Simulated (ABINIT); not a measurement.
# A GW chain in ABINIT: GaAs (F-43m), part 2 of 3

Aim: the G0W0 gap of GaAs (F-43m) on PBE, step by step.

ABINIT 10.8.3; PBE and many-body steps on it, plane waves. Known limits of the many-body steps: not at the basis limit; screening runs away on this mesh; no spin-orbit coupling; coarse k mesh.

So far. Step 2 (Ground state): The gap is direct, at Γ.

## (3) Bands along the symmetry lines

Level of this step: DFT, PBE, plane waves, norm-conserving pseudopotentials (ABINIT).

Levels along a band path, at the cheap level, show where the edges lie and whether the meshes to come will hold them.

run.abi

```
acell 3*1.0 Angstrom
rprim 
  0.000000000000 2.826850000000 2.826850000000
  2.826850000000 0.000000000000 2.826850000000
  2.826850000000 2.826850000000 -0.000000000000
ntypat 2
znucl 31 33
natom 2
typat 1 2
xred 
  0.000000000000 0.000000000000 0.000000000000
  0.250000000000 0.250000000000 0.250000000000
pp_dirpath "pseudos"
pseudos "Ga.upf, As.upf"
ecut 45
iscf -2
irdden 1
kptopt 0
nkpt 50
kpt 
  0.00000000 0.00000000 0.00000000
  -0.06250000 -0.06250000 0.00000000
  -0.12500000 -0.12500000 0.00000000
  -0.18750000 -0.18750000 0.00000000
  -0.25000000 -0.25000000 0.00000000
  -0.31250000 -0.31250000 0.00000000
  -0.37500000 -0.37500000 0.00000000
  -0.43750000 -0.43750000 0.00000000
  -0.50000000 -0.50000000 0.00000000
  -0.48437500 -0.48437500 0.03125000
  -0.46875000 -0.46875000 0.06250000
  -0.45312500 -0.45312500 0.09375000
  -0.43750000 -0.43750000 0.12500000
  -0.42187500 -0.42187500 0.15625000
  -0.40625000 -0.40625000 0.18750000
  -0.39062500 -0.39062500 0.21875000
  -0.37500000 -0.37500000 0.25000000
  -0.37500000 0.00000000 0.37500000
  -0.32812500 0.00000000 0.32812500
  -0.28125000 0.00000000 0.28125000
  -0.23437500 0.00000000 0.23437500
  -0.18750000 0.00000000 0.18750000
  -0.14062500 0.00000000 0.14062500
  -0.09375000 0.00000000 0.09375000
  -0.04687500 0.00000000 0.04687500
  0.00000000 0.00000000 0.00000000
  0.00000000 0.00000000 0.06250000
  0.00000000 0.00000000 0.12500000
  0.00000000 0.00000000 0.18750000
  0.00000000 0.00000000 0.25000000
  0.00000000 0.00000000 0.31250000
  0.00000000 0.00000000 0.37500000
  0.00000000 0.00000000 0.43750000
  -0.00000000 -0.00000000 0.50000000
  -0.06250000 -0.03125000 0.46875000
  -0.12500000 -0.06250000 0.43750000
  -0.18750000 -0.09375000 0.40625000
  -0.25000000 -0.12500000 0.37500000
  -0.31250000 -0.15625000 0.34375000
  -0.37500000 -0.18750000 0.31250000
  -0.43750000 -0.21875000 0.28125000
  -0.50000000 -0.25000000 0.25000000
  -0.50000000 -0.28125000 0.21875000
  -0.50000000 -0.31250000 0.18750000
  -0.50000000 -0.34375000 0.15625000
  -0.50000000 -0.37500000 0.12500000
  -0.50000000 -0.40625000 0.09375000
  -0.50000000 -0.43750000 0.06250000
  -0.50000000 -0.46875000 0.03125000
  -0.50000000 -0.50000000 0.00000000
istwfk *1
nband 29
nbdbuf 2
tolwfr 1e-08
nstep 40
prtwf 0
prtvol 0
indata_prefix "in"
outdata_prefix "out"
tmpdata_prefix "tmp"
```

On the command line:

```console
$ OMP_NUM_THREADS=1 mpirun -n 8 abinit run.abi > log
```

Numbers of over 12 decimals in the logs are rounded to 6 here.

The log of the run:

```text
.Version 10.8.3 of ABINIT. v10.8.2 released Aug 2026.

 Symmetries : space group F-4 3 m (#216); Bravais cF (face-center cubic)
[... echo of the input left out ...]
== DATASET  1 ==================================================================
-   mpi_nproc: 8, omp_nthreads: 1 (-1 if OMP is not activated)

--- !DatasetInfo
iteration_state: {dtset: 1, }
dimensions: {natom: 2, nkpt: 50, mband: 29, nsppol: 1, nspinor: 1, nspden: 1, mpw: 4477, }
cutoff_energies: {ecut:  45.0, pawecutdg:  -1.0, }
electrons: {nelect:   4.40000000E+01, charge:   0.00000000E+00, occopt:   1.00000000E+00, tsmear:   1.00000000E-02, }

 Real(R)+Recip(G) space primitive vectors, cartesian coordinates (Bohr,Bohr^-1):
 R(1)=  0.0000000  5.3419723  5.3419723  G(1)= -0.0935984  0.0935984  0.0935984
 R(2)=  5.3419723  0.0000000  5.3419723  G(2)=  0.0935984 -0.0935984  0.0935984
 R(3)=  5.3419723  5.3419723  0.0000000  G(3)=  0.0935984  0.0935984 -0.0935984
 Unit cell volume ucvol=  3.0488418E+02 bohr^3
 Angles (23,13,12)=  6.00000000E+01  6.00000000E+01  6.00000000E+01 degrees

 getcut: wavevector=  0.0000  0.0000  0.0000  ngfft=  48  48  48
         ecut(hartree)=     45.000   => boxcut(ratio)=   2.10404

--- Pseudopotential description ------------------------------------------------
- Ga Generated using ONCVPSP code by D. R. Hamann
- 31.00000  21.00000  171031                  znucl, zion, pspdat
12 -101130 2 -1 1902                          pspcod,pspxc,lmax,lloc,mmax
     nproj     2     2     2
  pspatm : epsatm=   21.85474337
         --- l  ekb(1:nproj) -->
             0    4.962806   -1.220223
             1   -5.679278   -1.350476
             2  -10.596651   -3.839775
 pspatm: atomic psp has been read  and splines computed

- As Generated using ONCVPSP code by D. R. Hamann
- 33.00000  23.00000  171031                  znucl, zion, pspdat
12 -101130 2 -1 1358                          pspcod,pspxc,lmax,lloc,mmax
     nproj     2     2     2
  pspatm : epsatm=   24.77333152
         --- l  ekb(1:nproj) -->
[...]
pspatm: atomic psp has been read  and splines computed

--------------------------------------------------------------------------------

================================================================================
 prteigrs : about to open file out_EIG
 Non-SCF case, kpt    1 (  0.00000  0.00000  0.00000), residuals and eigenvalues=
  7.95E-09  4.10E-09  8.72E-10  4.22E-09  1.87E-09  2.51E-09  6.84E-09  4.92E-09
  4.52E-09  6.80E-09  5.31E-09  1.63E-09  2.65E-09  3.05E-09  6.31E-09  5.72E-09
  3.83E-09  3.66E-09  7.04E-09  2.25E-09  2.99E-09  6.38E-09  8.69E-09  9.63E-09
  3.50E-09  7.40E-09  6.12E-09  1.08E-06  2.68E-05
 -6.5841E+00 -5.0788E+00 -4.5024E+00 -4.5024E+00 -4.5024E+00 -3.2656E+00
 -3.2656E+00 -3.2656E+00 -1.0842E+00 -1.0842E+00 -1.0842E+00 -1.0838E+00
 -1.0838E+00 -3.3685E-01 -3.3685E-01 -3.3685E-01 -3.3402E-01 -3.3402E-01
[...]
1.73E-09  1.85E-09  3.51E-09  1.38E-07  1.65E-05
[...]
Non-SCF case, kpt    3 ( -0.12500 -0.12500  0.00000), residuals and eigenvalues=
[...]
Non-SCF case, kpt   49 ( -0.50000 -0.46875  0.03125), residuals and eigenvalues=
[...]
Non-SCF case, kpt   50 ( -0.50000 -0.50000  0.00000), residuals and eigenvalues=
[...]
-1.0837E+00 -3.4072E-01 -3.3464E-01 -3.3464E-01 -3.3460E-01 -3.3301E-01
 -1.6768E-01 -4.2359E-02  1.0989E-01  1.0989E-01  2.6225E-01  2.6928E-01
[...]
--- !ResultsGS
iteration_state: {dtset: 1, }
comment   : Summary of ground state results
lattice_vectors:
- [  0.0000000,   5.3419723,   5.3419723, ]
- [  5.3419723,   0.0000000,   5.3419723, ]
- [  5.3419723,   5.3419723,  -0.0000000, ]
lattice_lengths: [   7.55469,    7.55469,    7.55469, ]
lattice_angles: [ 60.000,  60.000,  60.000, ] # degrees, (23, 13, 12)
lattice_volume:   3.0488418E+02
convergence: {deltae:  0.000E+00, res2:  0.000E+00, residm:  9.967E-09, diffor:  0.000E+00, }
etotal    :  -5.53587247E+02
entropy   :   0.00000000E+00
fermie    :   2.08235878E-01
cartesian_stress_tensor: null
pressure_GPa: null
xred      :
- [  0.0000E+00,   0.0000E+00,   0.0000E+00, Ga]
- [  2.5000E-01,   2.5000E-01,   2.5000E-01, As]
cartesian_forces: null
force_length_stats: {min: null, max: null, mean: null, }

 Integrated electronic density in atomic spheres:
 ------------------------------------------------
 Atom  Sphere_radius  Integrated_density
[...]
================================================================================

 ----iterations are completed or convergence reached----

 Mean square residual over all n,k,spin=   48.042E-10; max=  99.673E-10
 reduced coordinates (array xred) for    2 atoms
       0.000000000000      0.000000000000      0.000000000000
       0.250000000000      0.250000000000      0.250000000000

 cartesian coordinates (angstrom) at end:
    1      0.000000     0.000000     0.000000
    2      1.413425     1.413425     1.413425
 length scales=  1.889726125908  1.889726125908  1.889726125908 bohr
              =  1.000000000000  1.000000000000  1.000000000000 angstroms
 prteigrs : about to open file out_EIG
 Eigenvalues (hartree) for nkpt=  50  k points:
 kpt#   1, nband= 29, wtk=  1.00000, kpt=  0.0000  0.0000  0.0000 (reduced coord)
[...]
kpt#   2, nband= 29, wtk=  1.00000, kpt= -0.0625 -0.0625  0.0000 (reduced coord)
[...]
kpt#   3, nband= 29, wtk=  1.00000, kpt= -0.1250 -0.1250  0.0000 (reduced coord)
[...]
kpt#  49, nband= 29, wtk=  1.00000, kpt= -0.5000 -0.4687  0.0313 (reduced coord)
[...]
0.57609    0.57670    0.61192    0.68199    0.70271
 kpt#  50, nband= 29, wtk=  1.00000, kpt= -0.5000 -0.5000  0.0000 (reduced coord)
[...]
-1.08414   -1.08402   -1.08402   -1.08377   -1.08368   -0.34072   -0.33464   -0.33464
  -0.33460   -0.33301   -0.16768   -0.04236    0.10989    0.10989    0.26225    0.26928
   0.58231    0.58231    0.61197    0.69814    0.70285

== END DATASET(S) ==============================================================
================================================================================

 -outvars: echo values of variables after computation  --------
            nband          29
             nkpt          50
          spgroup         216
 [... the other variables as echoed above ...]

 Calculation completed.
```

It took 40 s on 8 MPI ranks of Intel Xeon Platinum 8259CL at 2.50GHz (Skylake/Cascade Lake), shared host; peak memory 0.68 GiB.

This step gave:

| Property | Result |
| --- | --- |
| gap | 0.5078 eV |
| k of the valence top | 0, 0, 0 |
| k of the conduction bottom | 0, 0, 0 |
| least direct gap | 0.5078 eV |

The gap is 0.508 eV, as in the run before at this level.

The electronic bands at the labelled points (eV, zero at the top of the highest filled band):

| point | band 19 | band 20 | band 21 | band 22 | band 23 | band 24 | band 25 | band 26 |
| --- | --- | --- | --- | --- | --- | --- | --- | --- |
| Γ | -12.73 | 0.00 | 0.00 | 0.00 | 0.51 | 3.74 | 3.74 | 3.74 |
| halfway | -11.80 | -4.09 | -1.69 | -1.69 | 1.99 | 3.27 | 6.62 | 6.62 |
| X | -10.23 | -6.82 | -2.68 | -2.68 | 1.47 | 1.66 | 10.18 | 10.18 |
| halfway | -10.22 | -6.77 | -3.20 | -2.57 | 1.66 | 2.57 | 9.21 | 9.43 |
| U | -10.27 | -6.63 | -3.86 | -2.26 | 1.97 | 4.64 | 7.96 | 8.07 |
| jump to K | -10.27 | -6.63 | -3.86 | -2.26 | 1.97 | 4.64 | 7.96 | 8.07 |
| halfway | -11.72 | -4.56 | -2.44 | -0.68 | 2.68 | 4.77 | 4.81 | 5.65 |
| Γ | -12.73 | 0.00 | 0.00 | 0.00 | 0.51 | 3.74 | 3.74 | 3.74 |
| halfway | -12.04 | -4.14 | -0.68 | -0.68 | 1.45 | 4.60 | 4.60 | 5.96 |
| L | -10.97 | -6.64 | -1.14 | -1.14 | 1.00 | 4.65 | 4.65 | 7.76 |
| halfway | -10.63 | -6.49 | -3.22 | -1.94 | 3.03 | 4.18 | 6.35 | 7.70 |
| W | -10.17 | -6.63 | -3.53 | -3.34 | 4.62 | 4.73 | 5.42 | 6.05 |
| halfway | -10.20 | -6.73 | -3.14 | -3.04 | 2.56 | 2.76 | 8.15 | 8.36 |
| X | -10.23 | -6.82 | -2.68 | -2.68 | 1.47 | 1.66 | 10.18 | 10.18 |

The electronic bands as a text plot (rows in eV, shown from -8.0 to 6.5 only):

```
    6.2 |                  +++              +         ++ +++
    5.6 |    +              +++++++                  +  ++++
    5.0 |  ++                   +  ++      + ++   +++    ++
    4.4 |                 +      ++      ++++  +++++++++++++
    3.8 |++              +         ++++++++             +   +
    3.2 |  +++++        +                             ++
    2.6 |  +++  +++    +   ++++++++                  +       ++
    2.0 |     ++   ++ + +++        ++               +         +++
    1.4 | +     ++++++++             +  ++++++++  ++            +
    0.8 |+                            ++        ++
    0.2 |*                           ****
   -0.4 | ***                   ******   ****
   -1.0 | *  *                **   ***  *    ********
   -1.7 |     **           ***   **               ** **
   -2.3 |  **   ***     ***     *  **    **         *  *
   -2.9 |    *     *****      **           *         *  **   ****
   -3.5 |              ***  **   **                   *******
   -4.1 |     **          **                *
   -4.7 |                       *
   -5.3 |       **            **             **
   -5.9 |         *         **                 *
   -6.5 |          **  *****                    ***************
   -7.1 |            **                                        **
   -7.7 |
         Γ           X  U|K            Γ         L        W     X
```

## (4) Empty states on the mesh, 4×4×4 mesh, 103 bands

The sums over transitions need many empty states on a uniform mesh; this step solves for them.

run.abi

```
acell 3*1.0 Angstrom
rprim 
  0.000000000000 2.826850000000 2.826850000000
  2.826850000000 0.000000000000 2.826850000000
  2.826850000000 2.826850000000 -0.000000000000
ntypat 2
znucl 31 33
natom 2
typat 1 2
xred 
  0.000000000000 0.000000000000 0.000000000000
  0.250000000000 0.250000000000 0.250000000000
pp_dirpath "pseudos"
pseudos "Ga.upf, As.upf"
ecut 45
ngkpt 4 4 4
nshiftk 1
shiftk 0 0 0
kptopt 1
chksymbreak 0
iscf -2
irdden 1
istwfk *1
nband 103
nbdbuf 8
tolwfr 1e-09
nstep 60
prtvol 0
indata_prefix "in"
outdata_prefix "out"
tmpdata_prefix "tmp"
```

The log of the run:

```text
.Version 10.8.3 of ABINIT. v10.8.2 released Aug 2026.

 Symmetries : space group F-4 3 m (#216); Bravais cF (face-center cubic)
[... echo of the input left out ...]
== DATASET  1 ==================================================================
-   mpi_nproc: 8, omp_nthreads: 1 (-1 if OMP is not activated)

--- !DatasetInfo
iteration_state: {dtset: 1, }
dimensions: {natom: 2, nkpt: 8, mband: 103, nsppol: 1, nspinor: 1, nspden: 1, mpw: 4477, }
cutoff_energies: {ecut:  45.0, pawecutdg:  -1.0, }
electrons: {nelect:   4.40000000E+01, charge:   0.00000000E+00, occopt:   1.00000000E+00, tsmear:   1.00000000E-02, }

 Real(R)+Recip(G) space primitive vectors, cartesian coordinates (Bohr,Bohr^-1):
 R(1)=  0.0000000  5.3419723  5.3419723  G(1)= -0.0935984  0.0935984  0.0935984
 R(2)=  5.3419723  0.0000000  5.3419723  G(2)=  0.0935984 -0.0935984  0.0935984
 R(3)=  5.3419723  5.3419723  0.0000000  G(3)=  0.0935984  0.0935984 -0.0935984
 Unit cell volume ucvol=  3.0488418E+02 bohr^3
 Angles (23,13,12)=  6.00000000E+01  6.00000000E+01  6.00000000E+01 degrees

 getcut: wavevector=  0.0000  0.0000  0.0000  ngfft=  48  48  48
         ecut(hartree)=     45.000   => boxcut(ratio)=   2.10404

--- Pseudopotential description ------------------------------------------------
- Ga Generated using ONCVPSP code by D. R. Hamann
- 31.00000  21.00000  171031                  znucl, zion, pspdat
12 -101130 2 -1 1902                          pspcod,pspxc,lmax,lloc,mmax
     nproj     2     2     2
  pspatm : epsatm=   21.85474337
         --- l  ekb(1:nproj) -->
             0    4.962806   -1.220223
             1   -5.679278   -1.350476
             2  -10.596651   -3.839775
 pspatm: atomic psp has been read  and splines computed

- As Generated using ONCVPSP code by D. R. Hamann
- 33.00000  23.00000  171031                  znucl, zion, pspdat
12 -101130 2 -1 1358                          pspcod,pspxc,lmax,lloc,mmax
     nproj     2     2     2
  pspatm : epsatm=   24.77333152
         --- l  ekb(1:nproj) -->
[...]
pspatm: atomic psp has been read  and splines computed

--------------------------------------------------------------------------------

================================================================================
 prteigrs : about to open file out_EIG
 Non-SCF case, kpt    1 (  0.00000  0.00000  0.00000), residuals and eigenvalues=
  2.14E-10  2.78E-10  9.24E-11  1.26E-10  1.16E-10  2.00E-10  1.43E-10  1.27E-10
  4.91E-10  1.79E-10  9.08E-11  4.61E-10  3.21E-10  1.93E-10  6.29E-10  1.15E-10
  6.12E-11  6.25E-11  2.49E-10  6.68E-10  2.56E-10  7.81E-10  7.90E-11  8.66E-10
[...]
1.83E-09  2.13E-08  1.38E-07  3.39E-06  2.23E-05  2.40E-06  2.37E-05
 -6.5841E+00 -5.0788E+00 -4.5024E+00 -4.5024E+00 -4.5024E+00 -3.2656E+00
 -3.2656E+00 -3.2656E+00 -1.0842E+00 -1.0842E+00 -1.0842E+00 -1.0838E+00
 -1.0838E+00 -3.3685E-01 -3.3685E-01 -3.3685E-01 -3.3402E-01 -3.3402E-01
[...]
2.9651E+00  2.9855E+00  2.9855E+00  2.9855E+00  3.0220E+00  3.0220E+00
  3.0220E+00  3.0549E+00  3.1138E+00  3.1138E+00  3.1139E+00  3.1199E+00
  3.1199E+00
 prteigrs : prtvol=0 or 1, do not print more k-points.

--- !ResultsGS
iteration_state: {dtset: 1, }
comment   : Summary of ground state results
lattice_vectors:
- [  0.0000000,   5.3419723,   5.3419723, ]
- [  5.3419723,   0.0000000,   5.3419723, ]
- [  5.3419723,   5.3419723,  -0.0000000, ]
lattice_lengths: [   7.55469,    7.55469,    7.55469, ]
lattice_angles: [ 60.000,  60.000,  60.000, ] # degrees, (23, 13, 12)
lattice_volume:   3.0488418E+02
convergence: {deltae:  0.000E+00, res2:  0.000E+00, residm:  9.972E-10, diffor:  0.000E+00, }
etotal    :  -5.53587247E+02
entropy   :   0.00000000E+00
fermie    :   2.08235878E-01
cartesian_stress_tensor: null
pressure_GPa: null
xred      :
- [  0.0000E+00,   0.0000E+00,   0.0000E+00, Ga]
- [  2.5000E-01,   2.5000E-01,   2.5000E-01, As]
cartesian_forces: null
force_length_stats: {min: null, max: null, mean: null, }

 Integrated electronic density in atomic spheres:
 ------------------------------------------------
 Atom  Sphere_radius  Integrated_density
[...]
================================================================================

 ----iterations are completed or convergence reached----

 Mean square residual over all n,k,spin=   37.383E-11; max=  99.717E-11
 reduced coordinates (array xred) for    2 atoms
       0.000000000000      0.000000000000      0.000000000000
       0.250000000000      0.250000000000      0.250000000000

 cartesian coordinates (angstrom) at end:
    1      0.000000     0.000000     0.000000
    2      1.413425     1.413425     1.413425
 length scales=  1.889726125908  1.889726125908  1.889726125908 bohr
              =  1.000000000000  1.000000000000  1.000000000000 angstroms
 prteigrs : about to open file out_EIG
 Eigenvalues (hartree) for nkpt=   8  k points:
 kpt#   1, nband=103, wtk=  0.01563, kpt=  0.0000  0.0000  0.0000 (reduced coord)
[...]
2.62694    2.62694    2.67396    2.74550    2.74550    2.74550    2.93907    2.93907
   2.93907    2.96515    2.96515    2.98546    2.98546    2.98546    3.02196    3.02196
   3.02196    3.05490    3.11383    3.11384    3.11386    3.11990    3.11992
 prteigrs : prtvol=0 or 1, do not print more k-points.

== END DATASET(S) ==============================================================
================================================================================

 -outvars: echo values of variables after computation  --------
            nband         103
             nkpt           8
          spgroup         216
 [... the other variables as echoed above ...]

 Calculation completed.
```

Elapsed: 28 s, on 8 MPI ranks; peak memory 0.67 GiB; 3.7 min of CPU time.

This step gave:

* gap: 0.5078 eV
* k of the valence top: 0, 0, 0
* k of the conduction bottom: 0, 0, 0
* least direct gap: 0.5078 eV
* k points computed: 8
* lowest point of the top converged band, above the valence top: 70.7099 eV

On this mesh the gap is 0.508 eV.

(Continued in part 3 of 3.)

[Paths, hosts, dates, memory and timing lines, banners, echoed tables and standing remarks are left out of the program output.]

[Logs are printed without paths, hosts, clocks, repeated set-up lines and the standing remarks that a program may print on its own settings, such as how far it seeks lower states.]

[Runs of the session that timed out or met a known fault of the program may be left out.]

[No measured gap is set beside runs whose start may be inverted or whose files or cutoffs have a known fault.]

[Hosts, paths, dates, database ids (printed as entryN), source tags and the programs' standing remarks are cut or masked in the printed files.]

[G0W0 gaps are taken among the corrected bands and points alone; a level outside them can change the order at an edge.]

[Where Ansatz stands beside ABINIT at settings called matched, ABINIT's density can come from a denser mesh and the files from another edition; pairs whose starting gaps differed by over 0.03 eV were left out, so agreement reads better than it is.]
